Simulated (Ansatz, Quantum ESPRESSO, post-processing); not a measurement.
# Work function of Mo(100), 5 layers, one monolayer of Si on top sites, part 5 of 5

Wanted: work functions and the surface dipole of Mo(100), 5 layers, one monolayer of Si on top sites at several levels, with their cost.

Quantum ESPRESSO 7.5; plane-wave DFT, PBE, GBRV ultrasoft pseudopotentials; geometry and cross-check by Ansatz 0.2.0 with PAW datasets.

So far. Step 9 (Ground state: revPBE, GBRV ultrasoft): The upper face goes from 5.102 eV (PBE, GBRV) to 5.046 eV, a change of -0.057 eV. Step 10 (SCF with pw.x: PBE, SG15 norm-conserving): The upper face goes from 5.102 eV (PBE, GBRV) to 5.088 eV, a change of -0.014 eV, a small one, from the pseudopotentials and their cutoffs.

### 11. Ground state: LDA, PseudoDojo norm-conserving

Level of this step: plane-wave DFT, LDA, PseudoDojo norm-conserving pseudopotentials (Quantum ESPRESSO 7.5).

The input, dojo-lda.in:

```
&control
  prefix = 'dojo-lda'
  outdir = './out'
  pseudo_dir = './pseudo'
  calculation = 'scf'
  tprnfor = .true.
/
&system
  ibrav = 0
  nat = 6
  ntyp = 2
  ecutwfc = 72
  ecutrho = 288
  occupations = 'smearing'
  smearing = 'mv'
  degauss = 0.02
  assume_isolated = 'esm'
  esm_bc = 'bc1'
/
&electrons
  conv_thr = 1e-07
  mixing_beta = 0.4
  electron_maxstep = 120
  mixing_mode = 'local-TF'
/
ATOMIC_SPECIES
  Mo  95.9500  Mo.dojo-sr-lda-0.4.1-standard.upf
  Si  28.0850  Si.dojo-sr-lda-0.4.1-standard.upf
CELL_PARAMETERS angstrom
  3.15000000000000 0.00000000000000 0.00000000000000
  0.00000000000000 3.15000000000000 0.00000000000000
  0.00000000000000 0.00000000000000 25.30000000000000
ATOMIC_POSITIONS crystal
  Mo  0.000000000000 0.000000000000 -0.171647694834
  Mo  0.500000000000 0.500000000000 -0.109394730434
  Mo  0.000000000000 0.000000000000 -0.047141765934
  Mo  0.500000000000 0.500000000000 0.016944116178
  Mo  -0.000000000000 0.000000000000 0.075765865547
  Si  -0.000000000000 0.000000000000 0.171647694834
K_POINTS automatic
  8 8 1 0 0 0
```

The run is started by

```sh
$ OMP_NUM_THREADS=1 mpirun -n 4 pw.x -nk 4 -in dojo-lda.in > dojo-lda.out
```

The log of the run:

```text
[banner, memory and clock lines left out]
Program PWSCF v.7.5 starts
[citation notice left out]

[...]
Message from routine setup:
[...]
bravais-lattice index     =            0
     lattice parameter (alat)  =       5.9526  a.u.
     unit-cell volume          =    1694.0968 (a.u.)^3
     number of atoms/cell      =            6
     number of atomic types    =            2
     number of electrons       =        74.00
     number of Kohn-Sham states=           44
     kinetic-energy cutoff     =      72.0000  Ry
     charge density cutoff     =     288.0000  Ry
     scf convergence threshold =      1.0E-07
     mixing beta               =       0.4000
     number of iterations used =            8  local-TF  mixing
     Exchange-correlation= SLA  PW   NOGX NOGC
                           (   1   4   0   0   0   0   0)

     Effective Screening Medium Method
     Boundary Conditions: Vacuum-Slab-Vacuum
     total charge in unit cell        =   0.0000
     grid points for fit at edges     =        4

[...]
PseudoPot. # 1 for Mo read from file:
     ./pseudo/Mo.dojo-sr-lda-0.4.1-standard.upf
     Pseudo is Norm-conserving + core correction, Zval = 14.0
     Generated using ONCVPSP code by D. R. Hamann
     Using radial grid of 1602 points,  6 beta functions with:
                l(1) =   0
                l(2) =   0
                l(3) =   1
                l(4) =   1
                l(5) =   2
                l(6) =   2

     PseudoPot. # 2 for Si read from file:
     ./pseudo/Si.dojo-sr-lda-0.4.1-standard.upf
     Pseudo is Norm-conserving + core correction, Zval =  4.0
     Generated using ONCVPSP code by D. R. Hamann
     Using radial grid of 1510 points,  6 beta functions with:
                l(1) =   0
                l(2) =   0
                l(3) =   1
                l(4) =   1
                l(5) =   2
                l(6) =   2

     atomic species   valence    mass     pseudopotential
     Mo               14.00    95.95000     Mo( 1.00)
     Si                4.00    28.08500     Si( 1.00)

      8 Sym. Ops. (no inversion) found

[...]
number of k points=    15  Marzari-Vanderbilt smearing, width (Ry)=  0.0200
[...]
Dense  grid:   139535 G-vectors     FFT dimensions: (  36,  36, 270)

     Initial potential from superposition of free atoms

     starting charge      73.9939, renormalised to      74.0000

     negative rho (up, down):  6.980E-05 0.000E+00
     Starting wfcs are   54 randomized atomic wfcs

     per-process dynamical memory:   150.0 Mb

     Self-consistent Calculation

     iteration #  1     ecut=    72.00 Ry     beta= 0.40
     Davidson diagonalization with overlap
     ethr =  1.00E-02,  avg # of iterations =  1.6

     negative rho (up, down):  4.862E-07 0.000E+00

     total energy              =    -711.47050843 Ry
     estimated scf accuracy    <       1.92804095 Ry

     iteration #  2     ecut=    72.00 Ry     beta= 0.40
[...]
total energy              =    -711.59590393 Ry
     estimated scf accuracy    <       0.25990245 Ry

     iteration #  3     ecut=    72.00 Ry     beta= 0.40
[...]
negative rho (up, down):  1.108E-03 0.000E+00

[...]
total energy              =    -712.04556346 Ry
     estimated scf accuracy    <       0.55508655 Ry

     iteration #  4     ecut=    72.00 Ry     beta= 0.40
[...]
negative rho (up, down):  1.090E-08 0.000E+00

[...]
total energy              =    -711.74852823 Ry
     estimated scf accuracy    <       0.87256366 Ry

     iteration #  5     ecut=    72.00 Ry     beta= 0.40
[...]
total energy              =    -711.75102700 Ry
     estimated scf accuracy    <       0.14663651 Ry

     iteration #  6     ecut=    72.00 Ry     beta= 0.40
[...]
total energy              =    -711.77538742 Ry
     estimated scf accuracy    <       0.04441236 Ry

[...]
iteration # 35     ecut=    72.00 Ry     beta= 0.40
[...]
c_bands:  1 eigenvalues not converged
[...]
total energy              =    -711.81994097 Ry
     estimated scf accuracy    <       0.00000138 Ry

     iteration # 36     ecut=    72.00 Ry     beta= 0.40
[...]
total energy              =    -711.81994571 Ry
     estimated scf accuracy    <       0.00000033 Ry

     iteration # 37     ecut=    72.00 Ry     beta= 0.40
[...]
total energy              =    -711.81994001 Ry
     estimated scf accuracy    <       0.00000011 Ry

     iteration # 38     ecut=    72.00 Ry     beta= 0.40
[...]
End of self-consistent calculation

          k = 0.0000 0.0000 0.0000 ( 17317 PWs)   bands (ev):

   -65.7942 -65.5607 -65.3978 -65.3405 -65.0770 -40.0896 -40.0001 -40.0001
   -39.8640 -39.6648 -39.6648 -39.6396 -39.4551 -39.4551 -39.3425 -39.1729
   -39.1729 -39.0618 -38.9422 -38.9422 -13.0404 -11.1877  -9.6849  -9.5854
    -9.5038  -8.6115  -8.2851  -8.0622  -6.9819  -6.3361  -5.9647  -5.9647
    -5.6548  -5.5008  -5.5008  -4.9914  -4.8448  -4.7693  -4.7693  -4.7649
    -3.5855  -3.4355  -3.3679  -3.3676

          k = 0.0000 0.1250 0.0000 ( 17422 PWs)   bands (ev):

   -65.7807 -65.5543 -65.3906 -65.3470 -65.0832 -40.1244 -40.0934 -39.9697
   -39.8274 -39.7530 -39.6448 -39.5696 -39.5429 -39.4502 -39.2783 -39.2127
   -39.1921 -39.0377 -38.9652 -38.9601 -12.8441 -10.8851  -9.4805  -9.4161
    -9.2620  -8.5103  -8.1791  -7.9509  -6.9038  -6.3560  -6.2669  -6.2257
    -6.0276  -5.3951  -5.3629  -5.2972  -5.1201  -4.6854  -4.1542  -4.1379
    -4.0740  -3.8079  -3.3172  -2.8412

[...]
the Fermi energy is    -4.7332 ev

!    total energy              =    -711.81993913 Ry
     estimated scf accuracy    <       0.00000002 Ry
     smearing contrib. (-TS)   =      -0.00057438 Ry
     internal energy E=F+TS    =    -711.81936475 Ry

     The total energy is F=E-TS. E is the sum of the following terms:
     one-electron contribution =   10540.84976277 Ry
     hartree contribution      =   -5292.69021312 Ry
     xc contribution           =    -105.04564296 Ry
     ewald contribution        =   -5854.93327143 Ry

     convergence has been achieved in  38 iterations

     Forces acting on atoms (cartesian axes, Ry/au):

     atom    1 type  1   force =     0.00000000    0.00000000    0.07682226
     atom    2 type  1   force =     0.00000000    0.00000000   -0.03741936
     atom    3 type  1   force =     0.00000000    0.00000000   -0.00956347
     atom    4 type  1   force =     0.00000000    0.00000000   -0.00088977
     atom    5 type  1   force =     0.00000000    0.00000000   -0.01315009
     atom    6 type  2   force =     0.00000000    0.00000000   -0.01581564

     Total force =     0.088415     Total SCF correction =     0.001181

[...]
```

It took 4.7 min on 4 MPI ranks of Arm Neoverse V2, shared host; peak memory 0.94 GiB.

Read from the output:

- free energy: -9684.8037 eV
- Fermi energy: -4.733 eV
- vacuum line at the lower end of the cell, over the Fermi level: 4.227 eV
- vacuum line at the upper end of the cell, over the Fermi level: 5.240 eV

The potential energy, planar mean oscillates, so the rows of the table below give means over windows of 1.6 Å about each position, cut where the curve ends. Its maxima inside the range that stand out by 2 % of the span (Å: eV): -3.6: -7.33, -2.0: -7.81, -0.4: -7.00, 1.2: -8.96, 3.2: 2.34. Its minima: -4.3: -27.3, -2.8: -27.6, -1.2: -27.9, 0.5: -27.7, 1.9: -27.3, 4.3: -10.1.

Electrostatic potential energy of an electron; zero at the Fermi level. Potential energy, planar mean against z; means over each step:

| z (Å) | potential energy, planar mean (eV) |
| --- | --- |
| -11.85 | 4.23 |
| -10.25 | 4.23 |
| -8.65 | 4.22 |
| -7.05 | 4.07 |
| -5.45 | -1.52 |
| -3.85 | -16.5 |
| -2.25 | -17.0 |
| -0.65 | -16.4 |
| 0.95 | -18.0 |
| 2.55 | -9.47 |
| 4.15 | -5.20 |
| 5.75 | 3.24 |
| 7.35 | 5.21 |
| 8.95 | 5.24 |
| 10.55 | 5.24 |
| 12.15 | 5.24 |

The upper face goes from 5.102 eV (PBE, GBRV) to 5.240 eV, a change of +0.137 eV.

### 12. All levels side by side

All levels:

| level | upper face (eV) | lower face (eV) | dipole (e Å) | CPU time (s) |
| --- | --- | --- | --- | --- |
| QE PBE GBRV, sawtooth | 5.095 | 3.943 | -0.06319 | 467.5 |
| QE PBE GBRV, ESM bc1 | 5.102 | 3.945 | - | 435.4 |
| QE revPBE GBRV ultrasoft, ESM bc1 | 5.046 | 3.825 | - | 554.3 |
| QE PBE SG15 norm-conserving, ESM bc1 | 5.088 | 3.891 | - | 963 |
| QE LDA PseudoDojo norm-conserving, ESM bc1 | 5.24 | 4.227 | - | 1130 |
| Ansatz PBE PAW, sawtooth (time of the whole relaxation) | 5.094 | 3.951 | -0.06267 | 65.54 |

The times are CPU seconds on a shared host; the codes use unlike cutoffs, datasets and smearings, so their times compare unlike work.

### 13. Ground state, with diagonalization = cg and nosym = True

A sensitivity test on the input.

Level of this step: plane-wave DFT, PBE, GBRV ultrasoft pseudopotentials (Quantum ESPRESSO 7.5).

The input, esm.w0.in:

```
&control
  prefix = 'esm.w0'
  outdir = './out'
  pseudo_dir = './pseudo'
  calculation = 'scf'
  tprnfor = .true.
/
&system
  ibrav = 0
  nat = 6
  ntyp = 2
  ecutwfc = 40
  ecutrho = 200
  occupations = 'smearing'
  smearing = 'mv'
  degauss = 0.02
  assume_isolated = 'esm'
  esm_bc = 'bc1'
  nosym = .true.
/
&electrons
  conv_thr = 1e-07
  mixing_beta = 0.4
  electron_maxstep = 120
  mixing_mode = 'local-TF'
  diagonalization = 'cg'
/
ATOMIC_SPECIES
  Mo  95.9500  mo_pbe_v1.uspp.F.UPF
  Si  28.0850  si_pbe_v1.uspp.F.UPF
CELL_PARAMETERS angstrom
  3.15000000000000 0.00000000000000 0.00000000000000
  0.00000000000000 3.15000000000000 0.00000000000000
  0.00000000000000 0.00000000000000 25.30000000000000
ATOMIC_POSITIONS crystal
  Mo  0.000000000000 0.000000000000 -0.171647694834
  Mo  0.500000000000 0.500000000000 -0.109394730434
  Mo  0.000000000000 0.000000000000 -0.047141765934
  Mo  0.500000000000 0.500000000000 0.016944116178
  Mo  -0.000000000000 0.000000000000 0.075765865547
  Si  -0.000000000000 0.000000000000 0.171647694834
K_POINTS automatic
  8 8 1 0 0 0
```

The run is started by

```sh
$ OMP_NUM_THREADS=1 mpirun -n 4 pw.x -nk 4 -in esm.w0.in > esm.w0.out
```

The log of the run:

```text
[banner, memory and clock lines left out]
Program PWSCF v.7.5 starts
[citation notice left out]

[...]
bravais-lattice index     =            0
     lattice parameter (alat)  =       5.9526  a.u.
     unit-cell volume          =    1694.0968 (a.u.)^3
     number of atoms/cell      =            6
     number of atomic types    =            2
     number of electrons       =        74.00
     number of Kohn-Sham states=           44
     kinetic-energy cutoff     =      40.0000  Ry
     charge density cutoff     =     200.0000  Ry
     scf convergence threshold =      1.0E-07
     mixing beta               =       0.4000
     number of iterations used =            8  local-TF  mixing
     Exchange-correlation= SLA  PW   PBE  PBE
                           (   1   4   3   4   0   0   0)

     Effective Screening Medium Method
     Boundary Conditions: Vacuum-Slab-Vacuum
     total charge in unit cell        =   0.0000
     grid points for fit at edges     =        4

[...]
PseudoPot. # 1 for Mo read from file:
     ./pseudo/mo_pbe_v1.uspp.F.UPF
     Pseudo is Ultrasoft + core correction, Zval = 14.0
     Generated by new atomic code, or converted to UPF format
     Using radial grid of  889 points,  6 beta functions with:
                l(1) =   0
                l(2) =   0
                l(3) =   1
                l(4) =   1
                l(5) =   2
                l(6) =   2
     Q(r) pseudized with  6 coefficients,  rinner =    1.000   1.000   1.000
                                                       1.000   1.000

     PseudoPot. # 2 for Si read from file:
     ./pseudo/si_pbe_v1.uspp.F.UPF
     Pseudo is Ultrasoft + core correction, Zval =  4.0
     Generated by new atomic code, or converted to UPF format
     Using radial grid of  899 points,  6 beta functions with:
                l(1) =   0
                l(2) =   0
                l(3) =   1
                l(4) =   1
                l(5) =   2
                l(6) =   2
     Q(r) pseudized with  8 coefficients,  rinner =    0.900   0.900   0.900
                                                       0.900   0.900

     atomic species   valence    mass     pseudopotential
     Mo               14.00    95.95000     Mo( 1.00)
     Si                4.00    28.08500     Si( 1.00)

     No symmetry found

[...]
number of k points=    34  Marzari-Vanderbilt smearing, width (Ry)=  0.0200
[...]
Dense  grid:    80871 G-vectors     FFT dimensions: (  27,  27, 216)

     Smooth grid:    57637 G-vectors     FFT dimensions: (  24,  24, 200)

     Initial potential from superposition of free atoms

     starting charge      73.9940, renormalised to      74.0000

     negative rho (up, down):  4.429E-03 0.000E+00
     Starting wfcs are   69 randomized atomic wfcs

     per-process dynamical memory:    99.7 Mb

     Self-consistent Calculation

     iteration #  1     ecut=    40.00 Ry     beta= 0.40
     CG style diagonalization
     ethr =  1.00E-02,  avg # of iterations =  2.3

     negative rho (up, down):  1.578E-03 0.000E+00

     total energy              =    -705.98982533 Ry
     estimated scf accuracy    <       7.19939656 Ry

     iteration #  2     ecut=    40.00 Ry     beta= 0.40
[...]
negative rho (up, down):  3.789E-04 0.000E+00

[...]
total energy              =    -705.83104893 Ry
     estimated scf accuracy    <       3.25076305 Ry

     iteration #  3     ecut=    40.00 Ry     beta= 0.40
[...]
negative rho (up, down):  1.855E-04 0.000E+00

[...]
total energy              =    -705.92907427 Ry
     estimated scf accuracy    <       0.24280909 Ry

     iteration #  4     ecut=    40.00 Ry     beta= 0.40
[...]
negative rho (up, down):  1.272E-04 0.000E+00

[...]
total energy              =    -705.95886203 Ry
     estimated scf accuracy    <       0.11364095 Ry

     iteration #  5     ecut=    40.00 Ry     beta= 0.40
[...]
negative rho (up, down):  5.570E-05 0.000E+00

[...]
total energy              =    -705.94579478 Ry
     estimated scf accuracy    <       0.07328852 Ry

     iteration #  6     ecut=    40.00 Ry     beta= 0.40
[...]
negative rho (up, down):  3.714E-05 0.000E+00

[...]
total energy              =    -705.95352893 Ry
     estimated scf accuracy    <       0.11779851 Ry

[...]
iteration # 27     ecut=    40.00 Ry     beta= 0.40
[...]
negative rho (up, down):  4.600E-03 0.000E+00

[...]
total energy              =    -705.94303929 Ry
     estimated scf accuracy    <       0.00000162 Ry

     iteration # 28     ecut=    40.00 Ry     beta= 0.40
[...]
negative rho (up, down):  4.603E-03 0.000E+00

[...]
total energy              =    -705.94305250 Ry
     estimated scf accuracy    <       0.00000040 Ry

     iteration # 29     ecut=    40.00 Ry     beta= 0.40
[...]
negative rho (up, down):  4.595E-03 0.000E+00

[...]
total energy              =    -705.94304908 Ry
     estimated scf accuracy    <       0.00000012 Ry

     iteration # 30     ecut=    40.00 Ry     beta= 0.40
[...]
negative rho (up, down):  4.596E-03 0.000E+00

[...]
End of self-consistent calculation

          k = 0.0000 0.0000 0.0000 (  7181 PWs)   bands (ev):

   -65.7413 -65.5056 -65.3397 -65.2816 -65.0204 -39.9758 -39.8865 -39.8865
   -39.7531 -39.5508 -39.5508 -39.5251 -39.3439 -39.3439 -39.2351 -39.0644
   -39.0644 -38.9506 -38.8355 -38.8355 -12.8373 -10.9492  -9.4475  -9.3478
    -9.2684  -8.3767  -8.0624  -7.8274  -6.7550  -6.1291  -5.7456  -5.7456
    -5.4326  -5.2902  -5.2902  -4.7573  -4.6174  -4.5607  -4.5607  -4.5522
    -3.3426  -3.2290  -3.1635  -3.1634

          k = 0.0000 0.1250 0.0000 (  7196 PWs)   bands (ev):

   -65.7282 -65.4997 -65.3324 -65.2876 -65.0264 -40.0094 -39.9794 -39.8564
   -39.7156 -39.6388 -39.5311 -39.4573 -39.4290 -39.3388 -39.1740 -39.1023
   -39.0832 -38.9262 -38.8583 -38.8533 -12.6407 -10.6477  -9.2444  -9.1794
    -9.0277  -8.2776  -7.9518  -7.7197  -6.6803  -6.1446  -6.0468  -6.0069
    -5.8108  -5.1809  -5.1503  -5.0834  -4.8965  -4.4580  -3.9355  -3.9319
    -3.8633  -3.5880  -3.0857  -2.6010

[...]
the Fermi energy is    -4.5201 ev

!    total energy              =    -705.94304572 Ry
     estimated scf accuracy    <       0.00000007 Ry
     smearing contrib. (-TS)   =      -0.00058345 Ry
     internal energy E=F+TS    =    -705.94246227 Ry

     The total energy is F=E-TS. E is the sum of the following terms:
     one-electron contribution =   10542.89621471 Ry
     hartree contribution      =   -5293.35460834 Ry
     xc contribution           =    -100.55079721 Ry
     ewald contribution        =   -5854.93327143 Ry

     convergence has been achieved in  30 iterations

     negative rho (up, down):  4.596E-03 0.000E+00

     Forces acting on atoms (cartesian axes, Ry/au):

     atom    1 type  1   force =     0.00000006   -0.00000016    0.04997230
     atom    2 type  1   force =    -0.00000008    0.00000015   -0.03968435
     atom    3 type  1   force =     0.00000004    0.00000004   -0.00901623
     atom    4 type  1   force =    -0.00000005   -0.00000007   -0.00156104
     atom    5 type  1   force =     0.00000003    0.00000003    0.00117815
     atom    6 type  2   force =    -0.00000001    0.00000001   -0.00153426

     Total force =     0.064495     Total SCF correction =     0.003088

[...]
```

Wall time 4.3 min (4 MPI ranks); peak memory 0.76 GiB.

Beside the run it was changed from:

| quantity | this run | unchanged run | difference |
| --- | --- | --- | --- |
| vacuum line at the upper end of the cell, over the Fermi level (eV) | 5.106 | 5.102 | 0.0035 |
| vacuum line at the lower end of the cell, over the Fermi level (eV) | 3.934 | 3.945 | -0.010 |
| free energy (eV) | -9604.844 | -9604.844 | 1.4e-7 |
| wall time (s) | 261 | 109 |  |
| SCF iterations | 30 | 39 |  |

The free energy moves by +2.3e-05 meV an atom.

Levels move by up to 10 meV, the slack that the SCF threshold leaves: a converged result doesn't depend on solver or mixing.

### 14. By hand

In the first self-consistent run, on its own zero, the Fermi level is 4.423 eV and the upper vacuum level 9.519 eV: φ = 9.519 − (4.423) = 5.096 eV.

The dipole of -0.3035 D is -0.0632 e Å (1 D = 0.20819 e Å). A dipole layer steps the potential by e p/(ε₀A), with e/ε₀ = 180.95 V Å: 180.95 × 0.0632 / 9.922 = 1.152 eV, against 1.153 eV between the two work functions.

### 15. Summary of results

| Item | Value |
| --- | --- |
| work function of the covered face, PBE, GBRV | 5.10 eV |
| work function of the bare face, PBE, GBRV | 3.94 eV |
| covered face by ESM | 5.10 eV |
| dipole along the normal | -0.0632 e·Å |
| covered face by Ansatz | 5.09 eV |

At the first level (PBE, GBRV ultrasoft) the work function comes to 5.10 eV on the upper face and 3.94 eV on the lower. The Si layer ends 2.43 Å above the top metal plane and raises the work function by 1.15 eV against the bare face. This is the step −180.95 p/A = +1.15 eV of the slab's dipole p = -0.06319 e Å, which the dipole correction builds in. The bare face is held at bulk positions, so it is no relaxed clean surface. ESM differs from the periodic treatment by +7 meV on the upper face and +2 meV on the lower. Over the levels tried the upper face spans 5.05 eV (QE revPBE GBRV ultrasoft, ESM bc1) to 5.24 eV (QE LDA PseudoDojo norm-conserving, ESM bc1). Quantum ESPRESSO and Ansatz give 5.10 and 5.09 eV for the upper face, which agree. Ansatz ran with Fermi-Dirac smearing of 0.1 eV against cold smearing of 0.02 Ry, which alone can move a level by some tens of meV. With 8×8 points and so few layers the values hold to some 0.05 to 0.1 eV. The slab is cut at a tabulated measured bulk lattice constant, given to two decimals. A full 1×1 monolayer may not be the stable structure at this coverage.

[Logs are printed without paths, hosts, clocks, repeated set-up lines and the standing remarks that a program may print on its own settings, such as how far it seeks lower states.]

[Hosts, paths, dates, database ids (printed as entryN), source tags and the programs' standing remarks are cut or masked in the printed files.]

[Maps of the electrostatic potential energy from Ansatz leave out the sawtooth potential of an applied field or a dipole correction, so their vacuum need not be flat; planar profiles and work functions include it.]
